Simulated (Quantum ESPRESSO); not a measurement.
# Al (Fm-3m): a volume series of phonon spectra, part 2 of 6

Wanted: mode Grüneisen parameters of Al and a free-energy fit over volumes.

Measurements to reproduce:
- volume expansion coefficient 69 1e-6/K and heat capacity C_P per formula unit 24.2 J/mol/K near room temperature (given in “High-Throughput Prediction of Finite-Temperature Properties using the Quasi-Harmonic Approximation”, 2016, arXiv:1603.06924)

Quantum ESPRESSO 7.5; DFT PBEsol, scalar-relativistic, plane waves, PseudoDojo norm-conserving pseudopotentials.

So far. Step 2 (A first coarse run): The start is under -2.1 GPa at this level and looks like a metal on this mesh.

## Step 3: Relaxation

Phonons are second derivatives about a minimum, so cell and atoms are relaxed first, inside the symmetry of the start.

Input file relax.in:

```
&CONTROL
  calculation   = 'vc-relax'
  prefix        = 'x'
  outdir        = './tmp'
  pseudo_dir    = './pseudo'
  tprnfor       = .true.
  tstress       = .true.
  forc_conv_thr = 2.0d-05
  etot_conv_thr = 1.0d-07
  nstep         = 40
/
&SYSTEM
  ibrav       = 0
  nat         = 1
  ntyp        = 1
  ecutwfc     = 40.0
  occupations = 'smearing'
  smearing    = 'mv'
  degauss     = 0.02
/
&ELECTRONS
  conv_thr         = 1.0d-11
  mixing_beta      = 0.7
  electron_maxstep = 100
/
&IONS
/
&CELL
  press_conv_thr = 0.1
/
ATOMIC_SPECIES
 Al     26.9815  Al.upf
CELL_PARAMETERS angstrom
     0.000000000    2.024805000    2.024805000
     2.024805000    0.000000000    2.024805000
     2.024805000    2.024805000    0.000000000
ATOMIC_POSITIONS crystal
 Al     0.000000000   0.000000000   0.000000000
K_POINTS automatic
 16 16 16 0 0 0
```

The run is started by

```bash
$ OMP_NUM_THREADS=1 mpirun -n 8 pw.x -nk 8 -in relax.in > relax.out
```

The log of the run:

```text
[banner, memory and clock lines left out]
Program PWSCF v.7.5

     Message from routine setup:
     using ibrav=0 with symmetry is DISCOURAGED, use correct ibrav instead

     G-vector sticks info

     bravais-lattice index     =            0
     lattice parameter (alat)  =       5.4112  a.u.
     unit-cell volume          =     112.0408 (a.u.)^3
     number of atoms/cell      =            1
     number of atomic types    =            1
     number of electrons       =         3.00
     number of Kohn-Sham states=            6
     kinetic-energy cutoff     =      40.0000  Ry
     charge density cutoff     =     160.0000  Ry
     scf convergence threshold =      1.0E-11
     mixing beta               =       0.7000
     number of iterations used =            8  plain     mixing
     energy convergence thresh.=      1.0E-07
     force convergence thresh. =      2.0E-05
     press convergence thresh. =      1.0E-01
     Exchange-correlation= PBESOL
                           (   1   4  10   8   0   0   0)
     nstep                     =           40

     celldm(1)=   5.411243  celldm(2)=   0.000000  celldm(3)=   0.000000
     celldm(4)=   0.000000  celldm(5)=   0.000000  celldm(6)=   0.000000

     crystal axes: (cart. coord. in units of alat)
               a(1) = (   0.000000   0.707107   0.707107 )
               a(2) = (   0.707107   0.000000   0.707107 )
               a(3) = (   0.707107   0.707107   0.000000 )

     reciprocal axes: (cart. coord. in units 2 pi/alat)
               b(1) = ( -0.707107  0.707107  0.707107 )
               b(2) = (  0.707107 -0.707107  0.707107 )
               b(3) = (  0.707107  0.707107 -0.707107 )

     PseudoPot. # 1 for Al read from file:
     ./pseudo/Al.upf
     Pseudo is Norm-conserving + core correction, Zval =  3.0
     Using radial grid of 1876 points,  6 beta functions with:
                l(1) =   0
                l(2) =   0
                l(3) =   1
                l(4) =   1
                l(5) =   2
                l(6) =   2

     atomic species   valence    mass     pseudopotential
     Al                3.00    26.98150     Al( 1.00)

     48 Sym. Ops., with inversion, found

   Cartesian axes

     site n.     atom                  positions (alat units)
         1        Al     tau(   1) = (   0.0000000   0.0000000   0.0000000  )

     number of k points=   145  Marzari-Vanderbilt smearing, width (Ry)=  0.0200

     Number of k-points >= 100: set verbosity='high' to print them.

     Dense  grid:     3839 G-vectors     FFT dimensions: (  24,  24,  24)

     Initial potential from superposition of free atoms

     starting charge       2.9977, renormalised to       3.0000
     Starting wfcs are    4 randomized atomic wfcs +    2 random wfcs

     per-process dynamical memory:     7.4 Mb

     Self-consistent Calculation

     iteration #  1     ecut=    40.00 Ry     beta= 0.70
     Davidson diagonalization with overlap
     ethr =  1.00E-02,  avg # of iterations =  6.1

     Threshold (ethr) on eigenvalues was too large:
     Diagonalizing with lowered threshold

     Davidson diagonalization with overlap
     ethr =  1.90E-04,  avg # of iterations =  3.2

     total energy              =      -4.64038576 Ry
     estimated scf accuracy    <       0.00562227 Ry

     iteration #  2     ecut=    40.00 Ry     beta= 0.70
     Davidson diagonalization with overlap
     ethr =  1.87E-04,  avg # of iterations =  1.0

     total energy              =      -4.64035757 Ry
     estimated scf accuracy    <       0.00035663 Ry

     iteration #  3     ecut=    40.00 Ry     beta= 0.70
     Davidson diagonalization with overlap
     c_bands:  1 eigenvalues not converged
     ethr =  1.19E-05,  avg # of iterations =  3.2

     total energy              =      -4.64037760 Ry
     estimated scf accuracy    <       0.00000057 Ry

     iteration #  4     ecut=    40.00 Ry     beta= 0.70
     Davidson diagonalization with overlap
     ethr =  1.89E-08,  avg # of iterations =  3.8

     total energy              =      -4.64037856 Ry
     estimated scf accuracy    <          6.0E-09 Ry

     iteration #  5     ecut=    40.00 Ry     beta= 0.70
     Davidson diagonalization with overlap
     ethr =  2.00E-10,  avg # of iterations =  2.6

     total energy              =      -4.64037857 Ry
     estimated scf accuracy    <          5.8E-11 Ry

     iteration #  6     ecut=    40.00 Ry     beta= 0.70
     Davidson diagonalization with overlap
     ethr =  1.94E-12,  avg # of iterations =  3.1

     End of self-consistent calculation

     Number of k-points >= 100: set verbosity='high' to print the bands.

     the Fermi energy is     7.8410 ev

!    total energy              =      -4.64037857 Ry
     estimated scf accuracy    <          1.8E-13 Ry
     smearing contrib. (-TS)   =       0.00000470 Ry
     internal energy E=F+TS    =      -4.64038327 Ry

     The total energy is F=E-TS. E is the sum of the following terms:
     one-electron contribution =       2.90626439 Ry
     hartree contribution      =       0.00713868 Ry
     xc contribution           =      -2.16170145 Ry
     ewald contribution        =      -5.39208490 Ry

     convergence has been achieved in   6 iterations

     Forces acting on atoms (cartesian axes, Ry/au):

     atom    1 type  1   force =     0.00000000    0.00000000    0.00000000

     Total force =     0.000000     Total SCF correction =     0.000000

     Computing stress (Cartesian axis) and pressure

          total   stress  (Ry/bohr**3)                   (kbar)     P=      -21.59
  -0.00014676   0.00000000   0.00000000          -21.59        0.00        0.00
   0.00000000  -0.00014676   0.00000000            0.00      -21.59        0.00
   0.00000000   0.00000000  -0.00014676            0.00        0.00      -21.59

     BFGS Geometry Optimization
     Energy error            =      1.8E-04 Ry
     Gradient error          =      0.0E+00 Ry/Bohr
     Cell gradient error     =      2.2E+01 kbar

     number of scf cycles    =   1
     number of bfgs steps    =   0

     enthalpy           new  =      -4.6403785681 Ry

     new trust radius        =       0.0077674511 bohr
     new conv_thr            =            1.0E-11 Ry

     new unit-cell volume =    110.81205 a.u.^3 (    16.42065 Ang^3 )
     density =      2.72851 g/cm^3

CELL_PARAMETERS (angstrom)
   0.000000000   2.017375773   2.017375773
   2.017375773   0.000000000   2.017375773
   2.017375773   2.017375773   0.000000000

ATOMIC_POSITIONS (crystal)
Al               0.0000000000        0.0000000000        0.0000000000

[...]
ewald contribution        =      -5.44197995 Ry

     convergence has been achieved in   1 iterations

     Forces acting on atoms (cartesian axes, Ry/au):

     atom    1 type  1   force =     0.00000000    0.00000000    0.00000000

     Total force =     0.000000     Total SCF correction =     0.000000

     Computing stress (Cartesian axis) and pressure

          total   stress  (Ry/bohr**3)                   (kbar)     P=        0.01
   0.00000010   0.00000000   0.00000000            0.01        0.00        0.00
   0.00000000   0.00000010   0.00000000            0.00        0.01        0.00
   0.00000000   0.00000000   0.00000010            0.00        0.00        0.01

     Energy error            =      1.9E-10 Ry
     Gradient error          =      0.0E+00 Ry/Bohr
     Cell gradient error     =      1.4E-02 kbar

     bfgs converged in   4 scf cycles and   3 bfgs steps
     (criteria: energy <  1.0E-07 Ry, force <  2.0E-05 Ry/Bohr, cell <  1.0E-01 kbar)

     End of BFGS Geometry Optimization

     Final enthalpy           =      -4.6406083285 Ry

     File ./tmp/x.bfgs deleted, as requested
Begin final coordinates
     new unit-cell volume =    108.98722 a.u.^3 (    16.15024 Ang^3 )
     density =      2.77419 g/cm^3

CELL_PARAMETERS (angstrom)
   0.000000000   2.006240474   2.006240474
   2.006240474   0.000000000   2.006240474
   2.006240474   2.006240474   0.000000000

ATOMIC_POSITIONS (crystal)
Al               0.0000000000        0.0000000000        0.0000000000
End final coordinates

     Writing config-only to output data dir ./tmp/x.save/ :
     XML data file

     Final scf calculation at the relaxed structure.
     The G-vectors are recalculated for the final unit cell
     Results may differ from those at the preceding step.

     G-vector sticks info

     bravais-lattice index     =            0
     lattice parameter (alat)  =       5.4112  a.u.
     unit-cell volume          =     108.9872 (a.u.)^3
     number of atoms/cell      =            1
     number of atomic types    =            1
     number of electrons       =         3.00
     number of Kohn-Sham states=            6
     kinetic-energy cutoff     =      40.0000  Ry
     charge density cutoff     =     160.0000  Ry
     scf convergence threshold =      1.0E-13
     mixing beta               =       0.7000
     number of iterations used =            8  plain     mixing
     press convergence thresh. =      1.0E-01
     Exchange-correlation= PBESOL
                           (   1   4  10   8   0   0   0)

     celldm(1)=   5.411243  celldm(2)=   0.000000  celldm(3)=   0.000000
     celldm(4)=   0.000000  celldm(5)=   0.000000  celldm(6)=   0.000000

     crystal axes: (cart. coord. in units of alat)
               a(1) = (   0.000000   0.700624   0.700624 )
               a(2) = (   0.700624   0.000000   0.700624 )
               a(3) = (   0.700624   0.700624   0.000000 )

     reciprocal axes: (cart. coord. in units 2 pi/alat)
               b(1) = ( -0.713650  0.713650  0.713650 )
               b(2) = (  0.713650 -0.713650  0.713650 )
               b(3) = (  0.713650  0.713650 -0.713650 )

     PseudoPot. # 1 for Al read from file:
     ./pseudo/Al.upf
     Pseudo is Norm-conserving + core correction, Zval =  3.0
     Using radial grid of 1876 points,  6 beta functions with:
                l(1) =   0
                l(2) =   0
                l(3) =   1
                l(4) =   1
                l(5) =   2
                l(6) =   2

     atomic species   valence    mass     pseudopotential
     Al                3.00    26.98150     Al( 1.00)

     48 Sym. Ops., with inversion, found

   Cartesian axes

     site n.     atom                  positions (alat units)
         1        Al     tau(   1) = (   0.0000000   0.0000000   0.0000000  )

     number of k points=   145  Marzari-Vanderbilt smearing, width (Ry)=  0.0200

     Number of k-points >= 100: set verbosity='high' to print them.

     Dense  grid:     3719 G-vectors     FFT dimensions: (  24,  24,  24)

     Initial potential from superposition of free atoms

     starting charge       2.9977, renormalised to       3.0000
     Starting wfcs are    4 randomized atomic wfcs +    2 random wfcs

     per-process dynamical memory:     7.5 Mb

     Self-consistent Calculation

     iteration #  1     ecut=    40.00 Ry     beta= 0.70
     Davidson diagonalization with overlap
     c_bands:  5 eigenvalues not converged
     c_bands:  1 eigenvalues not converged
     c_bands:  1 eigenvalues not converged
     c_bands:  1 eigenvalues not converged
     c_bands:  1 eigenvalues not converged
     c_bands:  4 eigenvalues not converged
     c_bands:  4 eigenvalues not converged
     c_bands:  2 eigenvalues not converged
     c_bands:  2 eigenvalues not converged
     c_bands:  2 eigenvalues not converged
     c_bands:  1 eigenvalues not converged
     c_bands:  3 eigenvalues not converged
     c_bands:  3 eigenvalues not converged
     c_bands:  3 eigenvalues not converged
     c_bands:  3 eigenvalues not converged
     c_bands:  3 eigenvalues not converged
     ethr =  1.00E-06,  avg # of iterations = 17.1

     total energy              =      -4.64064942 Ry
     estimated scf accuracy    <       0.00559039 Ry

     iteration #  2     ecut=    40.00 Ry     beta= 0.70
     Davidson diagonalization with overlap
     ethr =  1.86E-04,  avg # of iterations =  1.2

     total energy              =      -4.64058742 Ry
     estimated scf accuracy    <       0.00037136 Ry

     iteration #  3     ecut=    40.00 Ry     beta= 0.70
     Davidson diagonalization with overlap
     ethr =  1.24E-05,  avg # of iterations =  1.2

     total energy              =      -4.64060615 Ry
     estimated scf accuracy    <       0.00000076 Ry

     iteration #  4     ecut=    40.00 Ry     beta= 0.70
     Davidson diagonalization with overlap
     ethr =  2.54E-08,  avg # of iterations =  2.6

     total energy              =      -4.64060662 Ry
     estimated scf accuracy    <       0.00000004 Ry

     iteration #  5     ecut=    40.00 Ry     beta= 0.70
     Davidson diagonalization with overlap
     ethr =  1.17E-09,  avg # of iterations =  1.6

     total energy              =      -4.64060663 Ry
     estimated scf accuracy    <          4.0E-11 Ry

     iteration #  6     ecut=    40.00 Ry     beta= 0.70
     Davidson diagonalization with overlap
     ethr =  1.33E-12,  avg # of iterations =  4.0

     total energy              =      -4.64060663 Ry
     estimated scf accuracy    <          2.4E-12 Ry

     iteration #  7     ecut=    40.00 Ry     beta= 0.70
     Davidson diagonalization with overlap
     ethr =  1.00E-13,  avg # of iterations =  1.2

     End of self-consistent calculation

     Number of k-points >= 100: set verbosity='high' to print the bands.

     the Fermi energy is     8.1303 ev

!    total energy              =      -4.64060663 Ry
     estimated scf accuracy    <          2.3E-14 Ry
     smearing contrib. (-TS)   =       0.00000075 Ry
     internal energy E=F+TS    =      -4.64060738 Ry

     The total energy is F=E-TS. E is the sum of the following terms:
     one-electron contribution =       2.97042392 Ry
     hartree contribution      =       0.00742494 Ry
     xc contribution           =      -2.17647627 Ry
     ewald contribution        =      -5.44197997 Ry

     convergence has been achieved in   7 iterations

     Forces acting on atoms (cartesian axes, Ry/au):

     atom    1 type  1   force =     0.00000000    0.00000000    0.00000000

     Total force =     0.000000     Total SCF correction =     0.000000

     Computing stress (Cartesian axis) and pressure

          total   stress  (Ry/bohr**3)                   (kbar)     P=       -0.01
  -0.00000007   0.00000000   0.00000000           -0.01        0.00        0.00
   0.00000000  -0.00000007   0.00000000            0.00       -0.01        0.00
   0.00000000   0.00000000  -0.00000007            0.00        0.00       -0.01

     XML data file, charge density, pseudopotentials, collected wavefunctions
```

The job ended after 3.5 s (8 MPI ranks of Arm Neoverse V2, shared host; 27 s of CPU time).

Step by step:

| step | energy less that of the first step (eV) | largest force (eV/Å) | volume (Å³) |
| --- | --- | --- | --- |
| 1 | 0.0000 | 0.0000 | 16.60 |
| 2 | -0.0020 | 0.0000 | 16.42 |
| 3 | -0.0031 | 0.0000 | 16.15 |
| 4 | -0.0031 | 0.0000 | 16.15 |
| 5 | -0.0031 | 0.0000 | 16.15 |

| conventional cell, symmetrised | before | after | change |
| --- | --- | --- | --- |
| a (Å) | 4.050 | 4.012 | -0.9 % |
| b (Å) | 4.050 | 4.012 | -0.9 % |
| c (Å) | 4.050 | 4.012 | -0.9 % |
| volume (Å³/atom) | 16.60 | 16.15 | -2.7 % |

Final coordinates:

```
CELL_PARAMETERS angstrom
0.00000 2.00624 2.00624
2.00624 0.00000 2.00624
2.00624 2.00624 0.00000
ATOMIC_POSITIONS crystal
Al 0.00000 0.00000 0.00000
```

This step gave:

| Quantity | Value |
| --- | --- |
| volume per atom | 16.15 Å³ |
| pressure | -0.001 GPa |

After the last step pw.x solved the final cell once more on a basis chosen for it, which moves the energy without moving the atoms.

[end of part 2 of 6]

[Logs are printed without paths, hosts, clocks, repeated set-up lines and the standing remarks that a program may print on its own settings, such as how far it seeks lower states.]

[Hosts, paths, dates, database ids (printed as entryN), source tags and the programs' standing remarks are cut or masked in the printed files.]

[A step with changed settings may run another functional than the one named; its input shows which.]

[Of the runs on displaced cells, only some may be shown.]
